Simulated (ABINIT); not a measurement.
## Beyond one shot: SiO2 (P3_221)

Wanted: G0W0 and self-consistent gaps of SiO2 (P3_221), with the cost of the cycles.

Program: ABINIT 10.8.3. Level of theory: LDA and many-body steps on it, plane waves. Results are calculated unless marked as measured.

This is a report of a sequence of runs, with most program output left out.

**1. Starting point**

The structure is trigonal, space group P3_221 (No. 154). Conventional cell: a = 4.916 Å, b = 4.916 Å, c = 5.408 Å, α = 90.00°, β = 90.00°, γ = 120.00°. Si has 4 O at 1.61 Å nearest. Nearest to O lie 2 Si at 1.61 Å. Farther neighbours and most contacts between anions are not listed.

The cell and positions come from the Crystallography Open Database and are kept as given unless a step says otherwise.

**2. Empty states on the mesh, 3×3×2 mesh, 195 bands**

This step: ABINIT 10.8.3; DFT, LDA, plane waves, norm-conserving pseudopotentials.

The sums over transitions need many empty states on a uniform mesh; this step solves for them.

run.abi

```
acell 3*1.0 Angstrom
rprim 
  4.916359999971 0.000000000007 0.000000000000
  -2.458179999991 4.257692654122 0.000000000000
  0.000000000000 0.000000000000 5.408400000000
ntypat 2
znucl 14 8
natom 9
typat 1 1 1 2 2 2 2 2 2
xred 
  0.469730000000 0.000000000000 0.666666666667
  0.000000000000 0.469730000000 0.333333333333
  0.530270000000 0.530270000000 -0.000000000000
  0.413540000000 0.267580000000 0.785580000000
  0.732420000000 0.145960000000 0.452246666667
  0.854040000000 0.586460000000 0.118913333333
  0.267580000000 0.413540000000 0.214420000000
  0.145960000000 0.732420000000 0.547753333333
  0.586460000000 0.854040000000 0.881086666667
pp_dirpath "pseudos"
pseudos "Si.upf, O.upf"
ecut 36
ngkpt 3 3 2
nshiftk 1
shiftk 0 0 0
kptopt 1
chksymbreak 0
iscf -2
irdden 1
istwfk *1
nband 195
nbdbuf 16
tolwfr 1e-09
nstep 60
prtvol 0
indata_prefix "in"
outdata_prefix "out"
tmpdata_prefix "tmp"
```

Run with:

```
> OMP_NUM_THREADS=1 mpirun -n 4 abinit run.abi > log
```

The job ended after 2.6 min (4 MPI ranks of Arm Neoverse V1, shared host; peak memory 0.49 GiB).

Numbers from this step:

```yaml
gap: 5.794 eV
k_of_the_valence_top: 0.3333, 0.3333, 0
k_of_the_conduction_bottom: 0, 0, 0
least_direct_gap: 6.120 eV
k_points_computed: 6
lowest_point_of_the_top_converged_band_above_the_valence_top: 66.2380 eV
```

On this mesh the gap is 5.794 eV.

The density comes from a self-consistent run that is not shown.

**3. Screening, 3×3×2 mesh, 179 bands, screening to 106.1 eV**

The RPA dielectric matrix is built and inverted for each q.

This step: RPA screening on LDA, plane waves, norm-conserving pseudopotentials.

Edit run.abi of step 2 so:

```diff
@@ -27,10 +27,11 @@
 chksymbreak 0
-iscf -2
-irdden 1
 istwfk *1
-nband 195
-nbdbuf 16
-tolwfr 1e-09
-nstep 60
-prtvol 0
+occopt 1
+irdwfk 1
+optdriver 3
+nband 179
+ecuteps 3.9
+inclvkb 2
+awtr 1
+symchi 1
 indata_prefix "in"
```

Elapsed: 1.9 min, on 4 MPI ranks; peak memory 2 GiB.

This step gave:

```
ε∞ with local fields, on this mesh, along the program's q direction : 2.400
the same without local fields                                       : 2.598
plasma frequency                                                    : 24.18 eV
plane waves in the screening matrix                                 : 279
```

Local fields lower ε∞ by 8 %. On a Γ-centred mesh this coarse the value itself is usually too large, while a short band sum pulls it down.

**4. G0W0**

The self-energy is evaluated for the states that the input lists, and the levels follow from it, in one-shot runs by the linearised quasiparticle equation.

This step: G0W0 on LDA, plane waves, norm-conserving pseudopotentials.

Edit run.abi of step 3 so:

```diff
@@ -30,8 +30,19 @@
 irdwfk 1
-optdriver 3
+optdriver 4
 nband 179
+gwcalctyp 0
+ecutsigx 36
+symsigma 1
+nkptgw 3
+kptgw 
+  0.3333333333 0.3333333333 0.0000000000
+  0.0000000000 0.0000000000 0.0000000000
+  0.0000000000 0.0000000000 0.5000000000
+bdgw 
+  22 26
+  23 27
+  22 26
 ecuteps 3.9
-inclvkb 2
-awtr 1
-symchi 1
+irdscr 1
+ppmodel 1
 indata_prefix "in"
```

Run time: 23 s. Hardware: 4 MPI ranks; peak memory 1.6 GiB; 91 s of CPU time.

This step gave:

| Item | Value |
| --- | --- |
| G0W0 gap on the points computed | 8.722 eV |
| starting gap on the mesh | 5.794 eV |
| k of the valence top | 0.3333, 0.3333, 0 |
| k of the conduction bottom | 0, 0, 0 |
| Z at the valence top | 0.817 |
| Z at the conduction bottom | 0.87 |
| least direct G0W0 gap on the computed points | 9.104 eV |

The gap on the mesh goes from 5.79 eV to 8.72 eV, a correction of +2.93 eV.

**5. evGW0, cycle 1**

This step: evGW0 on LDA, plane waves, norm-conserving pseudopotentials.

Edit run.abi of step 4 so:

```diff
@@ -32,14 +32,20 @@
 nband 179
-gwcalctyp 0
+gwcalctyp 10
 ecutsigx 36
 symsigma 1
-nkptgw 3
+nkptgw 6
 kptgw 
+  0.0000000000 0.0000000000 0.0000000000
+  0.3333333333 0.0000000000 0.0000000000
   0.3333333333 0.3333333333 0.0000000000
-  0.0000000000 0.0000000000 0.0000000000
   0.0000000000 0.0000000000 0.5000000000
+  0.3333333333 0.0000000000 0.5000000000
+  0.3333333333 0.3333333333 0.5000000000
 bdgw 
-  22 26
-  23 27
-  22 26
+  7 32
+  7 32
+  7 32
+  7 32
+  7 32
+  7 32
 ecuteps 3.9
```

Run time: 4.8 min. Hardware: 4 MPI ranks; peak memory 2.4 GiB; 19 min of CPU time.

Numbers from this step:

```
quasiparticle gap on the mesh                         : 9.266 eV
gap of the density functional on the mesh             : 5.794 eV
k of the valence top                                  : 0.3333, 0.3333, 0
k of the conduction bottom                            : 0, 0, 0
Z at the valence top                                  : 0.817
Z at the conduction bottom                            : 0.87
least direct quasiparticle gap on the computed points : 9.661 eV
```

Against G0W0 in ABINIT (3×3×2 mesh, 179 bands, screening to 106.1 eV, Godby-Needs plasmon pole), the gap moves by +0.544 eV. This first cycle still uses the starting levels; it takes the full correction, at all points of the mesh, and its linearised value is 8.722 eV.

**6. evGW0, cycle 2**

The corrected levels of the last cycle go back in.

Edit run.abi of step 5 so:

```diff
@@ -53,2 +53,3 @@
 ppmodel 1
+irdqps 1
 indata_prefix "in"
```

Wall time 4.7 min (4 MPI ranks); peak memory 2.4 GiB.

Numbers from this step:

```yaml
quasiparticle_gap_on_the_mesh: 9.145 eV
gap_of_the_density_functional_on_the_mesh: 5.794 eV
k_of_the_valence_top: 0.3333, 0.3333, 0
k_of_the_conduction_bottom: 0, 0, 0
least_direct_quasiparticle_gap_on_the_computed_points: 9.528 eV
```

Against the cycle before, the gap moves by −0.121 eV.

**7. evGW0, cycle 3**

run.abi is that of step 6.

Run time: 4.6 min. Hardware: 4 MPI ranks; peak memory 2.4 GiB.

Numbers from this step:

```
quasiparticle gap on the mesh                         : 9.142 eV
gap of the density functional on the mesh             : 5.794 eV
k of the valence top                                  : 0.3333, 0.3333, 0
k of the conduction bottom                            : 0, 0, 0
least direct quasiparticle gap on the computed points : 9.527 eV
```

Against the cycle before, the gap moves by −0.003 eV.

**8. Screening, 3×3×2 mesh, 179 bands, screening to 106.1 eV**

This step: RPA screening on LDA, plane waves, norm-conserving pseudopotentials.

Edit run.abi of step 7 so:

```diff
@@ -30,26 +30,13 @@
 irdwfk 1
-optdriver 4
+optdriver 3
 nband 179
+ecuteps 3.9
+inclvkb 2
+awtr 1
+symchi 1
 gwcalctyp 10
-ecutsigx 36
-symsigma 1
-nkptgw 6
-kptgw 
-  0.0000000000 0.0000000000 0.0000000000
-  0.3333333333 0.0000000000 0.0000000000
-  0.3333333333 0.3333333333 0.0000000000
-  0.0000000000 0.0000000000 0.5000000000
-  0.3333333333 0.0000000000 0.5000000000
-  0.3333333333 0.3333333333 0.5000000000
-bdgw 
-  7 32
-  7 32
-  7 32
-  7 32
-  7 32
-  7 32
-ecuteps 3.9
-irdscr 1
-ppmodel 1
-irdqps 1
+mbpt_sciss 3.704 eV
+nqptdm 1
+qptdm 
+  0 0 0
 indata_prefix "in"
```

Wall time 58 s (4 MPI ranks); peak memory 2.1 GiB; 3.9 min of CPU time.

This step gave:

```
ε∞ with local fields, on this mesh, along the program's q direction : 2.112
the same without local fields                                       : 2.253
plasma frequency                                                    : 24.18 eV
plane waves in the screening matrix                                 : 279
```

This screening uses the functional's bands under a rigid shift, the mean opening of the cycle before.

**9. Screening, 3×3×2 mesh, 179 bands, screening to 106.1 eV**

This step: RPA screening on LDA from quasiparticle energies, plane waves, norm-conserving pseudopotentials.

Edit run.abi of step 8 so:

```diff
@@ -36,7 +36,11 @@
 symchi 1
+irdqps 1
 gwcalctyp 10
-mbpt_sciss 3.704 eV
-nqptdm 1
+nqptdm 5
 qptdm 
-  0 0 0
+  0.3333333333 0.0000000000 0.0000000000
+  0.3333333333 0.3333333333 0.0000000000
+  0.0000000000 0.0000000000 0.5000000000
+  0.3333333333 0.0000000000 0.5000000000
+  0.3333333333 0.3333333333 0.5000000000
 indata_prefix "in"
```

mrgscr.stdin

```
2
merged
q0_SCR
out_SCR
1
```

Run with:

```
> OMP_NUM_THREADS=1 mpirun -n 4 abinit run.abi > log; mrgscr < mrgscr.stdin
```

Elapsed: 61 s, on 4 MPI ranks; peak memory 1.8 GiB; 4.1 min of CPU time.

Numbers from this step:

```
plasma frequency                    : 24.18 eV
plane waves in the screening matrix : 279
```

This screening reads the quasiparticle levels of the cycle before.

**10. evGW, cycle 1**

This step: evGW on LDA, plane waves, norm-conserving pseudopotentials.

Edit run.abi of step 9 so:

```diff
@@ -30,12 +30,10 @@
 irdwfk 1
-optdriver 3
+optdriver 4
 nband 179
-ecuteps 3.9
-inclvkb 2
-awtr 1
-symchi 1
-irdqps 1
 gwcalctyp 10
-nqptdm 5
-qptdm 
+ecutsigx 36
+symsigma 1
+nkptgw 6
+kptgw 
+  0.0000000000 0.0000000000 0.0000000000
   0.3333333333 0.0000000000 0.0000000000
@@ -45,2 +43,13 @@
   0.3333333333 0.3333333333 0.5000000000
+bdgw 
+  7 32
+  7 32
+  7 32
+  7 32
+  7 32
+  7 32
+ecuteps 3.9
+irdscr 1
+ppmodel 1
+irdqps 1
 indata_prefix "in"
```

Run with:

```
> OMP_NUM_THREADS=1 mpirun -n 4 abinit run.abi > log
```

Run time: 4.7 min. Hardware: 4 MPI ranks; peak memory 2.4 GiB; 19 min of CPU time.

Numbers from this step:

* quasiparticle gap on the mesh: 9.734 eV
* gap of the density functional on the mesh: 5.794 eV
* k of the valence top: 0.3333, 0.3333, 0
* k of the conduction bottom: 0, 0, 0
* least direct quasiparticle gap on the computed points: 10.12 eV

Against G0W0 in ABINIT (3×3×2 mesh, 179 bands, screening to 106.1 eV, Godby-Needs plasmon pole), the gap moves by +1.012 eV.

**11. Screening, 3×3×2 mesh, 179 bands, screening to 106.1 eV**

This step: RPA screening on LDA, plane waves, norm-conserving pseudopotentials.

Edit run.abi of step 10 so:

```diff
@@ -30,26 +30,13 @@
 irdwfk 1
-optdriver 4
+optdriver 3
 nband 179
+ecuteps 3.9
+inclvkb 2
+awtr 1
+symchi 1
 gwcalctyp 10
-ecutsigx 36
-symsigma 1
-nkptgw 6
-kptgw 
-  0.0000000000 0.0000000000 0.0000000000
-  0.3333333333 0.0000000000 0.0000000000
-  0.3333333333 0.3333333333 0.0000000000
-  0.0000000000 0.0000000000 0.5000000000
-  0.3333333333 0.0000000000 0.5000000000
-  0.3333333333 0.3333333333 0.5000000000
-bdgw 
-  7 32
-  7 32
-  7 32
-  7 32
-  7 32
-  7 32
-ecuteps 3.9
-irdscr 1
-ppmodel 1
-irdqps 1
+mbpt_sciss 4.329 eV
+nqptdm 1
+qptdm 
+  0 0 0
 indata_prefix "in"
```

Elapsed: 55 s, on 4 MPI ranks; peak memory 2.1 GiB; 3.6 min of CPU time.

This step gave:

```yaml
eps_infinity_with_local_fields_on_this_mesh_along_the_program_s_q_direction: 2.076
the_same_without_local_fields: 2.210
plasma_frequency: 24.18 eV
plane_waves_in_the_screening_matrix: 279
```

This screening uses the functional's bands under a rigid shift, the mean opening of the cycle before.

**12. Screening, 3×3×2 mesh, 179 bands, screening to 106.1 eV**

This step: RPA screening on LDA from quasiparticle energies, plane waves, norm-conserving pseudopotentials.

Edit run.abi of step 11 so:

```diff
@@ -36,7 +36,11 @@
 symchi 1
+irdqps 1
 gwcalctyp 10
-mbpt_sciss 4.329 eV
-nqptdm 1
+nqptdm 5
 qptdm 
-  0 0 0
+  0.3333333333 0.0000000000 0.0000000000
+  0.3333333333 0.3333333333 0.0000000000
+  0.0000000000 0.0000000000 0.5000000000
+  0.3333333333 0.0000000000 0.5000000000
+  0.3333333333 0.3333333333 0.5000000000
 indata_prefix "in"
```

mrgscr.stdin is that of step 9.

Run with:

```
> OMP_NUM_THREADS=1 mpirun -n 4 abinit run.abi > log; mrgscr < mrgscr.stdin
```

Elapsed: 66 s, on 4 MPI ranks; peak memory 1.8 GiB.

This step gave:

```yaml
plasma_frequency: 24.18 eV
plane_waves_in_the_screening_matrix: 279
```

This screening reads the quasiparticle levels of the cycle before.

**13. evGW, cycle 2**

This step: evGW on LDA, plane waves, norm-conserving pseudopotentials.

Edit run.abi of step 12 so:

```diff
@@ -30,12 +30,10 @@
 irdwfk 1
-optdriver 3
+optdriver 4
 nband 179
-ecuteps 3.9
-inclvkb 2
-awtr 1
-symchi 1
-irdqps 1
 gwcalctyp 10
-nqptdm 5
-qptdm 
+ecutsigx 36
+symsigma 1
+nkptgw 6
+kptgw 
+  0.0000000000 0.0000000000 0.0000000000
   0.3333333333 0.0000000000 0.0000000000
@@ -45,2 +43,13 @@
   0.3333333333 0.3333333333 0.5000000000
+bdgw 
+  7 32
+  7 32
+  7 32
+  7 32
+  7 32
+  7 32
+ecuteps 3.9
+irdscr 1
+ppmodel 1
+irdqps 1
 indata_prefix "in"
```

Run with:

```
> OMP_NUM_THREADS=1 mpirun -n 4 abinit run.abi > log
```

The job ended after 4.6 min (4 MPI ranks; peak memory 2.4 GiB; 19 min of CPU time).

This step gave:

```yaml
quasiparticle_gap_on_the_mesh: 9.799 eV
gap_of_the_density_functional_on_the_mesh: 5.794 eV
k_of_the_valence_top: 0.3333, 0.3333, 0
k_of_the_conduction_bottom: 0, 0, 0
least_direct_quasiparticle_gap_on_the_computed_points: 10.19 eV
```

Against the cycle before, the gap moves by +0.065 eV.

**14. Screening, 3×3×2 mesh, 179 bands, screening to 106.1 eV**

This step: RPA screening on LDA, plane waves, norm-conserving pseudopotentials.

Edit run.abi of step 13 so:

```diff
@@ -30,26 +30,13 @@
 irdwfk 1
-optdriver 4
+optdriver 3
 nband 179
+ecuteps 3.9
+inclvkb 2
+awtr 1
+symchi 1
 gwcalctyp 10
-ecutsigx 36
-symsigma 1
-nkptgw 6
-kptgw 
-  0.0000000000 0.0000000000 0.0000000000
-  0.3333333333 0.0000000000 0.0000000000
-  0.3333333333 0.3333333333 0.0000000000
-  0.0000000000 0.0000000000 0.5000000000
-  0.3333333333 0.0000000000 0.5000000000
-  0.3333333333 0.3333333333 0.5000000000
-bdgw 
-  7 32
-  7 32
-  7 32
-  7 32
-  7 32
-  7 32
-ecuteps 3.9
-irdscr 1
-ppmodel 1
-irdqps 1
+mbpt_sciss 4.391 eV
+nqptdm 1
+qptdm 
+  0 0 0
 indata_prefix "in"
```

Elapsed: 57 s, on 4 MPI ranks; peak memory 2.1 GiB; 3.8 min of CPU time.

Numbers from this step:

| Property | Result |
| --- | --- |
| ε∞ with local fields, on this mesh, along the program's q direction | 2.072 |
| the same without local fields | 2.206 |
| plasma frequency | 24.18 eV |
| plane waves in the screening matrix | 279 |

This screening uses the functional's bands under a rigid shift, the mean opening of the cycle before.

**15. Screening, 3×3×2 mesh, 179 bands, screening to 106.1 eV**

This step: RPA screening on LDA from quasiparticle energies, plane waves, norm-conserving pseudopotentials.

Edit run.abi of step 14 so:

```diff
@@ -36,7 +36,11 @@
 symchi 1
+irdqps 1
 gwcalctyp 10
-mbpt_sciss 4.391 eV
-nqptdm 1
+nqptdm 5
 qptdm 
-  0 0 0
+  0.3333333333 0.0000000000 0.0000000000
+  0.3333333333 0.3333333333 0.0000000000
+  0.0000000000 0.0000000000 0.5000000000
+  0.3333333333 0.0000000000 0.5000000000
+  0.3333333333 0.3333333333 0.5000000000
 indata_prefix "in"
```

mrgscr.stdin is that of step 12.

Run with:

```
> OMP_NUM_THREADS=1 mpirun -n 4 abinit run.abi > log; mrgscr < mrgscr.stdin
```

Run time: 63 s. Hardware: 4 MPI ranks; peak memory 1.8 GiB.

This step gave:

- plasma frequency: 24.18 eV
- plane waves in the screening matrix: 279

This screening reads the quasiparticle levels of the cycle before.

**16. evGW, cycle 3**

This step: evGW on LDA, plane waves, norm-conserving pseudopotentials.

Edit run.abi of step 15 so:

```diff
@@ -30,12 +30,10 @@
 irdwfk 1
-optdriver 3
+optdriver 4
 nband 179
-ecuteps 3.9
-inclvkb 2
-awtr 1
-symchi 1
-irdqps 1
 gwcalctyp 10
-nqptdm 5
-qptdm 
+ecutsigx 36
+symsigma 1
+nkptgw 6
+kptgw 
+  0.0000000000 0.0000000000 0.0000000000
   0.3333333333 0.0000000000 0.0000000000
@@ -45,2 +43,13 @@
   0.3333333333 0.3333333333 0.5000000000
+bdgw 
+  7 32
+  7 32
+  7 32
+  7 32
+  7 32
+  7 32
+ecuteps 3.9
+irdscr 1
+ppmodel 1
+irdqps 1
 indata_prefix "in"
```

Run with:

```
> OMP_NUM_THREADS=1 mpirun -n 4 abinit run.abi > log
```

Wall time 4.8 min (4 MPI ranks); peak memory 2.4 GiB.

This step gave:

```
quasiparticle gap on the mesh                         : 9.806 eV
gap of the density functional on the mesh             : 5.794 eV
k of the valence top                                  : 0.3333, 0.3333, 0
k of the conduction bottom                            : 0, 0, 0
least direct quasiparticle gap on the computed points : 10.19 eV
```

Against the cycle before, the gap moves by +0.007 eV.

**17. The runs together**

Times are wall times on 4 MPI ranks of Arm Neoverse V1, shared host, good to a factor of about two. A run's time includes the screening step that it read.

```
           run   mesh  bands  screening cutoff (eV)  DFT gap (eV)  gap on the mesh (eV)  direct (eV)  ε∞ used     time
          G0W0  3×3×2    179                  106.1         5.794                 8.722        9.104     2.40  2.3 min
evGW0, cycle 1  3×3×2    179                  106.1         5.794                 9.266        9.661     2.40  6.6 min
evGW0, cycle 2  3×3×2    179                  106.1         5.794                 9.145        9.528     2.40  6.6 min
evGW0, cycle 3  3×3×2    179                  106.1         5.794                 9.142        9.527     2.40  6.5 min
 evGW, cycle 1  3×3×2    179                  106.1         5.794                 9.734       10.121     2.11  6.7 min
 evGW, cycle 2  3×3×2    179                  106.1         5.794                 9.799       10.186     2.08  6.7 min
 evGW, cycle 3  3×3×2    179                  106.1         5.794                 9.806       10.193     2.07  6.8 min
```

**18. Outcome**

* G0W0: 8.722 eV
* evGW0, cycle 1: 9.266 eV
* evGW0, cycle 2: 9.145 eV
* evGW0, cycle 3: 9.142 eV
* evGW, cycle 1: 9.734 eV
* evGW, cycle 2: 9.799 eV
* evGW, cycle 3: 9.806 eV
* known limits: not at the basis limit; coarse k mesh

**Reading.** Only the bands that the input lists are updated; the others, empty or deep, keep the functional's energies or take a rigid shift. The evGW loop starts from the last levels of evGW0, so its cycles and time come on top of those. evGW0 ends at 9.14 eV, +0.42 eV from G0W0, after 3 cycles that took 14 min beside the first screening; the last moved the gap by 0.003 eV. evGW ends at 9.81 eV, +1.08 eV from G0W0, after 3 cycles that took 20 min beside the first screening; the last moved the gap by 0.007 eV. The first cycle of evGW0 takes the full correction, without the factor Z, so it overshoots the one-shot value. Bands and cutoff are finite, so the gap is not at the basis limit. The miss can reach some tenths of an eV and take either sign; the mesh is an error of its own. The 3×3×2 mesh is coarse for this cell, which bears on the long-range parts of exchange and screening. In the updated screening the q = 0 part is built from Kohn-Sham bands under a rigid shift, the other q from the quasiparticle levels.

[Paths, hosts, dates, memory and timing lines, banners, echoed tables and standing remarks are left out of the program output.]

[Logs are printed without paths, hosts, clocks, repeated set-up lines and the standing remarks that a program may print on its own settings, such as how far it seeks lower states.]

[Runs of the session that timed out or met a known fault of the program may be left out.]

[Hosts, paths, dates, database ids (printed as entryN), source tags and the programs' standing remarks are cut or masked in the printed files.]

[G0W0 gaps are taken among the corrected bands and points alone; a level outside them can change the order at an edge.]

[Where Ansatz stands beside ABINIT at settings called matched, ABINIT's density can come from a denser mesh and the files from another edition; pairs whose starting gaps differed by over 0.03 eV were left out, so agreement reads better than it is.]
